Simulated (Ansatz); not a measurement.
# Lu (P6_3/mmc): phonon-mediated transition temperature, part 2 of 2

Wanted: λ, ω_log and Tc of Lu (P6_3/mmc). The cell shown first is a relaxed one, from steps not shown here.

Ansatz 0.2.0; DFT PBE, scalar-relativistic, plane waves, PAW.

So far, coupling constant λ: step 2 (electron–phonon run: q 3×3×2, k 9×9×4, scattering 12×12×8) 0.534. Also log mean phonon energy ħω_log (meV): step 2 8.85.

## 3. Electron–phonon run: q 3×3×2, k 9×9×6, scattering 18×18×8

The next rung changes the k mesh of the density and its response; the scattering mesh, which samples the Fermi surface.

The input, input.yaml:

```yaml
crystal:
  lattice:
    - [3.5047618546, 0.0, 0.0]
    - [-1.7523809273, 3.0352128003, 0.0]
    - [0.0, 0.0, 5.4630270079]
  atoms:
    - { symbol: Lu, position: [0.3333333333, 0.6666666667, 0.25] }
    - { symbol: Lu, position: [0.6666666667, 0.3333333333, 0.75] }
kpoints:
  mp_grid: { grid: [9, 9, 6] }
hamiltonian:
  xc: pbe
scf:
  occupations: { method: methfessel_paxton, width: 0.2 }
output:
  eigenvalues: true
phonons:
  method: dfpt
  qmesh: [3, 3, 2]
  temperatures: { t_max: 1000, t_step: 50 }
  qpath:
    path:
      - [[0.0, 0.0, 0.0], [0.5, 0.0, 0.0], [0.33333333, 0.33333333, 0.0], [0.0, 0.0, 0.0], [0.0, 0.0, 0.5], [0.5, 0.0, 0.5], [0.33333333, 0.33333333, 0.5], [0.0, 0.0, 0.5]]
      - [[0.5, 0.0, 0.5], [0.5, 0.0, 0.0]]
      - [[0.33333333, 0.33333333, 0.5], [0.33333333, 0.33333333, 0.0]]
    npoints: 10
  electrical_resistivity:
    mesh: [18, 18, 8]
    temperatures: [20.0, 50.0, 80.0, 100.0, 150.0, 200.0, 273.0, 300.0, 400.0, 500.0, 600.0, 800.0]
  superconductivity: { mesh: [18, 18, 8] }
```

Started as:

```console
> ansatz run input.yaml --threads 4 --pin off --max-ram 10240MiB --backend cpu --events-out ev --progress --plain --runs-dir out
```

Numbers of over 12 decimals in the logs are rounded to 6 here.

Output:

```text
[...]
Crystal: 2 atoms, lattice volume = 58.114 Å³
Basis set: ecut = 420 eV, 1105 PW (Γ), exchange–correlation on 48×48×80 points (8 copies of the dense FFT grid, shifted against one another)
Bands: 31, of which v1, the nominal top of the filled ones, is band 25 counted from 1 (24 counted from 0)
Symmetry: 24 space group operations
k-points: 48 of 486
[...]
SCF iter   1: F=—  HF=-29464.860381 eV  |F-HF|=—  |Δ(HF+E_count)|=         —  Δρ=1.96e-3  dr2=1.57e-3  ethr=1.77e-3  ⟨swp⟩=5.2  Hψ=6218  notcnv=0
[...]
SCF iter  10: F=-29464.852836 eV  HF=-29464.852836 eV  |F-HF|=1.46e-11  |Δ(HF+E_count)|=  2.91e-10  S|Δr|=    0.00e0  Δρ=1.34e-7  dr2=6.36e-12  ethr=1.00e-12  ⟨swp⟩=13.5  Hψ=11754  notcnv=0
SCF 1 converged in 10 iterations: F = -29464.852836 eV  dr2 = 6.36e-12
[...]
NSCF: frozen V_eff on 48 k-points
WARN: eigensolver did not converge in 2 slots of this pass, the one above among them; of largest residual over every band (k=17): 1 band(s) unlocked (lowest unlocked band 30, counted from 0; max residual 5.53e-5 eV among the unlocked bands, 5.53e-5 eV over every band); of lowest unlocked band (k=17): band 30
[...]
SCF iter   1: F=—  HF=-29464.860381 eV  |F-HF|=—  |Δ(HF+E_count)|=         —  Δρ=1.96e-3  dr2=1.57e-3  ethr=1.77e-3  ⟨swp⟩=5.2  Hψ=6218  notcnv=0
[...]
SCF iter  10: F=-29464.852836 eV  HF=-29464.852836 eV  |F-HF|=0.00e0  |Δ(HF+E_count)|=  2.91e-10  S|Δr|=    0.00e0  Δρ=1.34e-7  dr2=6.36e-12  ethr=1.00e-12  ⟨swp⟩=5.3  Hψ=6373  notcnv=0
SCF 2 converged in 10 iterations: F = -29464.852836 eV  dr2 = 6.36e-12
[...]
SCF converged after 10 iterations
[...]
Free energy (F): -29464.852836 eV
[...]
Internal energy: -29464.852264 eV  (E = F + TS)
E sigma→0 (E₀):  -29464.852693 eV
Entropy (-TS):   -0.000571 eV (-0.286 meV/atom)
Fermi energy:    13.753897 eV
Step filling:    the computed levels leave a gap of 0.0058 eV = 0.0 smearing widths at the electron count; against every level under it full and every level over it empty, smearing changes F+E_penalty+E_count by +0.381 meV and its σ→0 estimate by +0.524 meV
[...]
--- Band table (eV; the first three rows and the last of 48) ---
  k-point 0: bands = [... 21 lower, 8.9091, 8.9134, 11.3630, 14.4363, 15.9392, 15.9392, 16.3896, 16.6850, ... 2 higher]
  k-point 1: bands = [... 21 lower, 8.9094, 8.9131, 11.1050, 14.3866, 15.8262, 15.8262, 16.1714, 16.4991, ... 2 higher]
  k-point 2: bands = [... 21 lower, 8.9102, 8.9123, 10.3624, 14.5164, 15.6203, 15.7355, 15.7355, 16.1333, ... 2 higher]
  k-point 47: bands = [... 21 lower, 8.8903, 13.1602, 13.1602, 13.2872, 13.2872, 14.1160, 14.1160, 17.1537, ... 2 higher]
[...]
ASR residual: 8.359e-5 → 0.000e0 eV/Å²; symmetrization residual: 5.492e-12 eV/Å²
  ASR residual per site (eV/Å²): 8.36e-5 8.36e-5
  Γ frequencies (cm⁻¹): 0.00 0.00 0.00 68.88 68.88 121.95
--- Phonons (arbitrary-q DFPT): 6 irreducible q on the 3×3×2 mesh ---
[...]
interpolated dispersion: 93 rows × 6 modes
[...]
--- Electrical resistivity: potentials and phonons of a 3×3×2 supercell ---
[...]
at the Fermi level of each mesh (of a tensor a third of its trace):
[...]
18×18×8                     1.6798              4.0811    0.5341    0.6045           8.774
          9×9×4                     1.6219              3.7472    0.5098    0.5837           8.775
  resistivity on the deck's mesh, µΩ·cm:
[...]
20.00     3.4607e-1              no     4.2408e-1     4.2408e-1     1.9005e-1       5.7870e-1         3.7638e-1
     50.00      5.1757e0              no      6.3358e0      6.3358e0      2.8555e0        5.7737e0          4.8527e0
     80.00      1.0971e1              no      1.3466e1      1.3466e1      5.9801e0        1.1552e1          1.0115e1
    100.00      1.4615e1              no      1.7947e1      1.7947e1      7.9486e0        1.5261e1          1.3444e1
    150.00      2.3313e1              no      2.8630e1      2.8630e1      1.2680e1        2.4237e1          2.1413e1
    200.00      3.1776e1              no      3.8996e1      3.8996e1      1.7336e1        3.3042e1          2.9178e1
    273.00      4.4037e1              no      5.3965e1      5.3965e1      2.4180e1        4.5892e1          4.0446e1
    300.00      4.8573e1              no      5.9489e1      5.9489e1      2.6742e1        5.0676e1          4.4619e1
    400.00      6.5436e1              no      7.9954e1      7.9954e1      3.6399e1        6.8599e1          6.0143e1
    500.00      8.2387e1              no      1.0042e2      1.0042e2      4.6322e1        8.6816e1          7.5749e1
    600.00      9.9383e1              no      1.2083e2      1.2083e2      5.6486e1        1.0525e2          9.1373e1
    800.00      1.3333e2              no      1.6128e2      1.6128e2      7.7437e1        1.4247e2          1.2244e2
[...]
Hall coefficient in a weak field at 20 K (a third of the trace): -5.056e-11 m³/C (as a tensor it moves by 8.2 % between the two finest meshes); by each state's relaxation time: -6.165e-11 m³/C; by a constant relaxation time: -3.756e-11 m³/C
[...]
vibrations of 18 cells: unjudged by the run; compare a larger repeat
[...]
--- Superconductivity: potentials and phonons of a 3×3×2 supercell ---
           mesh         λ    ħω_log (meV)  μ* declared at (meV)
        18×18×8    0.5341           8.774                9.454
          9×9×4    0.5098           8.775                9.455
  λ by the species' shares of the modes' patterns: Lu 0.5341
[...]
0.08      2.034         2.084         1.983         1.982         2.133         2.133          2.133
      0.10      1.588         1.624         1.509         1.509         1.653         1.653          1.653
      0.12      1.196         1.221         1.108         1.108         1.244         1.243          1.243
      0.13      1.023         1.043         0.935         0.935         1.065         1.065          1.065
      0.14      0.863         0.880         0.779         0.779         0.903         0.903          0.903
      0.16      0.590         0.601         0.520         0.520         0.630         0.630          0.630
      0.20      0.220         0.223         0.187         0.187         0.263         0.263          0.263
[...]
vibrations of 18 cells: unjudged by the run; compare a larger repeat
[...]
```

The job ended after 8.5 min (4 threads of Arm Neoverse V1, shared host; peak memory 4.9 GiB; 33 min of CPU time).

This step gave:

| Property | Result |
| --- | --- |
| zero point energy | 0.03008 eV/cell |
| highest frequency, solved or plainly interpolated | 122 cm⁻¹ |
| Debye temperature (second moment) | 155 K |
| resistivity at 300 K | 48.57 μΩ cm, mean of the axes |
| coupling constant λ | 0.5341 |
| density of states at the Fermi level | 1.68 states/eV a spin and cell |
| log mean phonon energy ħω_log | 8.774 meV |
| transport coupling constant λ_tr | 0.603, 0.603, 0.6075 (xx, yy, zz) |
| Drude plasma energy | 3.427, 3.427, 5.145 eV (xx, yy, zz) |
| resistivity times mean free path | 14.54, 14.54, 6.122 × 10⁻¹⁶ Ω m² (xx, yy, zz) |
| second-moment phonon energy ħω₂ | 9.454 meV |
| coupling λ by branch | 0.138, 0.111, 0.0821, 0.0795, 0.0738, 0.0502 (branches by rank of frequency) |

Transition temperatures:

```csv
μ*,McMillan Tc (K),Allen–Dynes Tc (K),isotropic Fermi-surface Tc (K),isotropic full bandwidth Tc (K),anisotropic Fermi-surface Tc (K),anisotropic full bandwidth Tc (K),anisotropic narrow window Tc (K)
0.08,2.03,2.08,1.98,1.98,2.13,2.13,2.13
0.1,1.59,1.62,1.51,1.51,1.65,1.65,1.65
0.12,1.2,1.22,1.11,1.11,1.24,1.24,1.24
0.13,1.02,1.04,0.935,0.935,1.06,1.06,1.06
0.14,0.863,0.88,0.779,0.779,0.903,0.903,0.903
0.16,0.59,0.601,0.52,0.52,0.63,0.63,0.63
0.2,0.22,0.223,0.187,0.187,0.263,0.263,0.263
```

The value for the coupling constant λ stays at 0.534, as in step 2 (changed since: k-mesh 9×9×6 and scattering mesh 18×18×8).

## 4. Resistivity: q 3×3×3, k 12×12×6, scattering 18×18×12

The next rung changes the q mesh, which sets the reach of the force constants and couplings; the k mesh of the density and its response; the scattering mesh, which samples the Fermi surface.

Changes to input.yaml since step 3:

```diff
@@ -9,3 +9,3 @@
 kpoints:
-  mp_grid: { grid: [9, 9, 6] }
+  mp_grid: { grid: [12, 12, 6] }
 hamiltonian:
@@ -18,3 +18,3 @@
   method: dfpt
-  qmesh: [3, 3, 2]
+  qmesh: [3, 3, 3]
   temperatures: { t_max: 1000, t_step: 50 }
@@ -27,4 +27,4 @@
   electrical_resistivity:
-    mesh: [18, 18, 8]
+    mesh: [18, 18, 12]
     temperatures: [20.0, 50.0, 80.0, 100.0, 150.0, 200.0, 273.0, 300.0, 400.0, 500.0, 600.0, 800.0]
-  superconductivity: { mesh: [18, 18, 8] }
+  superconductivity: { mesh: [18, 18, 12] }
```

Output:

```text
[...]
Crystal: 2 atoms, lattice volume = 58.114 Å³
Basis set: ecut = 420 eV, 1105 PW (Γ), exchange–correlation on 48×48×80 points (8 copies of the dense FFT grid, shifted against one another)
Bands: 31, of which v1, the nominal top of the filled ones, is band 25 counted from 1 (24 counted from 0)
Symmetry: 24 space group operations
k-points: 76 of 864
[...]
SCF iter   1: F=—  HF=-29464.858451 eV  |F-HF|=—  |Δ(HF+E_count)|=         —  Δρ=1.97e-3  dr2=1.62e-3  ethr=1.77e-3  ⟨swp⟩=5.2  Hψ=9839  notcnv=0
[...]
SCF iter  10: F=-29464.850441 eV  HF=-29464.850441 eV  |F-HF|=3.64e-12  |Δ(HF+E_count)|=  1.75e-10  S|Δr|=    0.00e0  Δρ=1.52e-7  dr2=7.32e-12  ethr=1.00e-12  ⟨swp⟩=13.4  Hψ=18806  notcnv=0
SCF 1 converged in 10 iterations: F = -29464.850441 eV  dr2 = 7.32e-12
[...]
SCF iter   1: F=—  HF=-29464.858451 eV  |F-HF|=—  |Δ(HF+E_count)|=         —  Δρ=1.97e-3  dr2=1.62e-3  ethr=1.77e-3  ⟨swp⟩=5.2  Hψ=9839  notcnv=0
[...]
SCF iter  10: F=-29464.850441 eV  HF=-29464.850441 eV  |F-HF|=3.64e-12  |Δ(HF+E_count)|=  1.75e-10  S|Δr|=    0.00e0  Δρ=1.52e-7  dr2=7.31e-12  ethr=1.00e-12  ⟨swp⟩=5.1  Hψ=10025  notcnv=0
SCF 2 converged in 10 iterations: F = -29464.850441 eV  dr2 = 7.31e-12
[...]
SCF converged after 10 iterations
[...]
Free energy (F): -29464.850441 eV
[...]
Internal energy: -29464.849055 eV  (E = F + TS)
E sigma→0 (E₀):  -29464.850094 eV
Entropy (-TS):   -0.001386 eV (-0.693 meV/atom)
Fermi energy:    13.746191 eV
[...]
--- Band table (eV; the first three rows and the last of 76) ---
  k-point 0: bands = [... 21 lower, 8.9090, 8.9134, 11.3624, 14.4367, 15.9388, 15.9388, 16.3896, 16.6846, ... 2 higher]
  k-point 1: bands = [... 21 lower, 8.9093, 8.9131, 11.1045, 14.3869, 15.8259, 15.8259, 16.1714, 16.4987, ... 2 higher]
  k-point 2: bands = [... 21 lower, 8.9101, 8.9123, 10.3621, 14.5164, 15.6202, 15.7352, 15.7352, 16.1330, ... 2 higher]
  k-point 75: bands = [... 21 lower, 8.8902, 13.1603, 13.1603, 13.2877, 13.2877, 14.1150, 14.1150, 17.1537, ... 2 higher]
[...]
ASR residual: 7.734e-5 → 0.000e0 eV/Å²; symmetrization residual: 9.557e-12 eV/Å²
  ASR residual per site (eV/Å²): 7.73e-5 7.73e-5
  Γ frequencies (cm⁻¹): 0.00 0.00 0.00 69.28 69.28 120.93
--- Phonons (arbitrary-q DFPT): 6 irreducible q on the 3×3×3 mesh ---
[...]
interpolated dispersion: 93 rows × 6 modes
[...]
--- Electrical resistivity: potentials and phonons of a 3×3×3 supercell ---
[...]
at the Fermi level of each mesh (of a tensor a third of its trace):
[...]
18×18×12                     1.6710              4.0767    0.5310    0.5957           8.708
          9×9×6                     1.5938              3.9472    0.5082    0.5842           8.741
  resistivity on the deck's mesh, µΩ·cm:
[...]
20.00     3.5049e-1              no     4.2759e-1     4.2759e-1     1.9628e-1       5.7636e-1         3.8594e-1
     50.00      5.1006e0              no      6.2313e0      6.2313e0      2.8391e0        5.6841e0          4.8179e0
     80.00      1.0784e1              no      1.3217e1      1.3217e1      5.9202e0        1.1359e1          1.0014e1
    100.00      1.4361e1              no      1.7610e1      1.7610e1      7.8614e0        1.5004e1          1.3302e1
    150.00      2.2903e1              no      2.8100e1      2.8100e1      1.2510e1        2.3828e1          2.1180e1
    200.00      3.1212e1              no      3.8292e1      3.8292e1      1.7052e1        3.2483e1          2.8857e1
    273.00      4.3230e1              no      5.3006e1      5.3006e1      2.3678e1        4.5091e1          3.9980e1
    300.00      4.7672e1              no      5.8434e1      5.8434e1      2.6149e1        4.9777e1          4.4096e1
    400.00      6.4173e1              no      7.8539e1      7.8539e1      3.5443e1        6.7317e1          5.9400e1
    500.00      8.0775e1              no      9.8664e1      9.8664e1      4.4996e1        8.5150e1          7.4806e1
    600.00      9.7450e1              no      1.1877e2      1.1877e2      5.4812e1        1.0321e2          9.0268e1
    800.00      1.3087e2              no      1.5871e2      1.5871e2      7.5211e1        1.3978e2          1.2113e2
[...]
vibrations of 27 cells: unjudged by the run; compare a larger repeat
[...]
--- Superconductivity: potentials and phonons of a 3×3×3 supercell ---
           mesh         λ    ħω_log (meV)  μ* declared at (meV)
       18×18×12    0.5310           8.708                9.413
          9×9×6    0.5082           8.741                9.423
  λ by the species' shares of the modes' patterns: Lu 0.5310
[...]
0.08      1.981         2.030         1.928         1.929         2.064         2.064          2.064
      0.10      1.542         1.577         1.463         1.464         1.593         1.593          1.593
      0.12      1.159         1.182         1.071         1.071         1.192         1.192          1.192
      0.13      0.988         1.008         0.901         0.902         1.017         1.017          1.017
      0.14      0.833         0.848         0.750         0.750         0.860         0.860          0.860
      0.16      0.566         0.576         0.498         0.498         0.595         0.595          0.595
      0.20      0.208         0.211         0.177         0.177         0.242         0.243          0.242
[...]
vibrations of 27 cells: unjudged by the run; compare a larger repeat
[...]
```

The job ended after 16 min (4 threads; peak memory 6.1 GiB; 61 min of CPU time).

Numbers from this step:

```yaml
zero_point_energy: 0.02975 eV/cell
highest_frequency_solved_or_plainly_interpolated: 121 cm⁻¹
debye_temperature_second_moment: 154 K
resistivity_at_300_k: 47.67 μΩ cm, mean of the axes
coupling_constant_lambda: 0.531
density_of_states_at_the_fermi_level: 1.671 states/eV a spin and cell
log_mean_phonon_energy_omega_log: 8.708 meV
transport_coupling_constant_lambda_tr: 0.5989, 0.5989, 0.5894 (xx, yy, zz)
drude_plasma_energy: 3.449, 3.449, 5.106 eV (xx, yy, zz)
resistivity_times_mean_free_path: 14.51, 14.51, 6.141 × 10⁻¹⁶ Ω m² (xx, yy, zz)
second_moment_phonon_energy_omega: 9.413 meV
coupling_lambda_by_branch: 0.141, 0.111, 0.0802, 0.0795, 0.0737, 0.0454 (branches by rank of frequency)
```

Transition temperatures:

```csv
μ*,McMillan Tc (K),Allen–Dynes Tc (K),isotropic Fermi-surface Tc (K),isotropic full bandwidth Tc (K),anisotropic Fermi-surface Tc (K),anisotropic full bandwidth Tc (K),anisotropic narrow window Tc (K)
0.08,1.98,2.03,1.93,1.93,2.06,2.06,2.06
0.1,1.54,1.58,1.46,1.46,1.59,1.59,1.59
0.12,1.16,1.18,1.07,1.07,1.19,1.19,1.19
0.13,0.988,1.01,0.901,0.902,1.02,1.02,1.02
0.14,0.833,0.848,0.75,0.75,0.86,0.86,0.86
0.16,0.566,0.576,0.498,0.498,0.595,0.595,0.595
0.2,0.208,0.211,0.177,0.177,0.242,0.243,0.242
```

The Eliashberg function α²F has structure finer than the step of the table below, so its rows give means over 0.5 meV, whole bins alone (the curve runs from 0.059 to 15.0 meV). Peaks (meV: height): α²F 6.77: 0.492, 10.78: 0.329, 12.43: 0.603; α²F tr 6.89: 0.621, 10.66: 0.395, 12.43: 0.781.

The Eliashberg function α²F by phonon energy; means over each step:

```csv
phonon energy (meV),α²F,α²F tr
0.5,0,0
1.0,1.5e-4,1.4e-5
1.5,9.8e-4,1.9e-4
2.0,0.00228,5.5e-4
2.5,0.00402,0.00128
3.0,0.00649,0.00274
3.5,0.0103,0.00520
4.0,0.0157,0.00884
4.5,0.0228,0.0141
5.0,0.0323,0.0219
5.5,0.0461,0.0345
6.0,0.0710,0.0595
6.5,0.195,0.218
7.0,0.458,0.575
7.5,0.387,0.467
8.0,0.293,0.352
8.5,0.278,0.301
9.0,0.256,0.246
9.5,0.290,0.308
10.0,0.310,0.354
10.5,0.320,0.383
11.0,0.303,0.346
11.5,0.281,0.328
12.0,0.274,0.320
12.5,0.481,0.607
13.0,0.276,0.336
13.5,0.131,0.151
14.0,0.0462,0.0463
14.5,0.0254,0.0240
```

Anisotropic full-bandwidth solution, weighted at the Fermi level. Gaps:

```csv
mu*,T (K),mean gap (meV),5 % (meV),95 % (meV),mean Z
0.1,0.398,0.235,0.19,0.296,1.53
0.1,0.796,0.224,0.181,0.282,1.53
0.1,1.19,0.18,0.146,0.228,1.53
0.1,1.43,0.122,0.0982,0.155,1.53
0.13,0.254,0.148,0.116,0.192,1.53
0.13,0.509,0.14,0.11,0.183,1.53
0.13,0.763,0.113,0.0882,0.147,1.53
0.13,0.916,0.076,0.0593,0.0997,1.53
0.16,0.149,0.0848,0.0638,0.115,1.53
0.16,0.297,0.0804,0.0605,0.109,1.53
0.16,0.446,0.0643,0.0482,0.0877,1.53
0.16,0.535,0.0432,0.0324,0.0592,1.53
```

The dTc/da2F by phonon energy:

```csv
phonon energy (meV),dTc/da2F (K/meV)
1.0,-
1.5,5.14
2.0,4.62
2.5,4.18
3.0,3.81
3.5,3.50
4.0,3.22
4.5,3.00
5.0,2.79
5.5,2.61
6.0,2.45
6.5,2.31
7.0,2.18
7.5,2.07
8.0,1.96
8.5,1.87
9.0,1.78
9.5,1.70
10.0,1.62
10.5,1.55
11.0,1.49
11.5,1.43
12.0,1.38
12.5,1.32
13.0,1.27
13.5,1.23
14.0,1.19
14.5,1.14
15.0,1.10
```

The share of the Fermi-level states by lambda of a state:

```csv
lambda of a state,share of the Fermi-level states
0.408,2.0e-4
0.422,0.0256
0.437,0.105
0.451,0.0886
0.465,0.0287
0.479,0.053
0.493,0.0905
0.507,0.0723
0.521,0.067
0.536,0.069
0.550,0.0831
0.564,0.0357
0.578,0.0376
0.592,0.0521
0.606,0.026
0.620,0.0247
0.635,0.0425
0.649,0.0055
0.663,0.0521
0.677,0.0224
0.691,0.0134
0.705,0.0048
0.719,2.0e-4
0.734,1.0e-4
```

## 5. Outcome

```
meshes                                 : q 3×3×3, k 12×12×6, scattering 18×18×12
coupling constant λ                    : 0.531
log mean phonon energy ħω_log          : 8.71 meV
Allen–Dynes Tc at μ* = 0.1             : 1.58 K
Allen–Dynes Tc at μ* = 0.13            : 1.01 K
anisotropic Eliashberg Tc at μ* = 0.1  : 1.59 K
anisotropic Eliashberg Tc at μ* = 0.13 : 1.02 K
```

**Reading.** In the last run (PBE, q 3×3×3, k 12×12×6, scattering 18×18×12), with λ = 0.53 and ħω_log = 8.71 meV, Tc at μ* = 0.13 is 0.99 K by McMillan's formula, 1.0 K by Allen and Dynes's and 1.0 K by the anisotropic Eliashberg equations. Raising μ* from 0.10 to 0.16 lowers the Allen–Dynes value from 1.6 to 0.58 K. The mean gap at a quarter of Tc gives 2Δ/k_B Tc = 3.37, against 3.53 in weak-coupling theory. The gap spreads from 0.12 to 0.19 meV over nine tenths of the Fermi surface. By the run's own test λ is not converged in the fine mesh: it moves by 4 % between the two finest, and by up to 7 % in the other runs. The run's transport test calls it not converged in the mesh; ρ(300 K) moves by 13 % in the component that moves most. Over the runs, λ takes the values 0.534, 0.534 and 0.531, in the order shown. μ* is a typed number, phonons are harmonic, and spin fluctuations are left out; at μ* = 0.13 McMillan's formula turns 1 % in λ into about 4.5 % in Tc.

[Logs are printed without paths, hosts, clocks, repeated set-up lines and the standing remarks that a program may print on its own settings, such as how far it seeks lower states.]

[Hosts, paths, dates, database ids (printed as entryN), source tags and the programs' standing remarks are cut or masked in the printed files.]
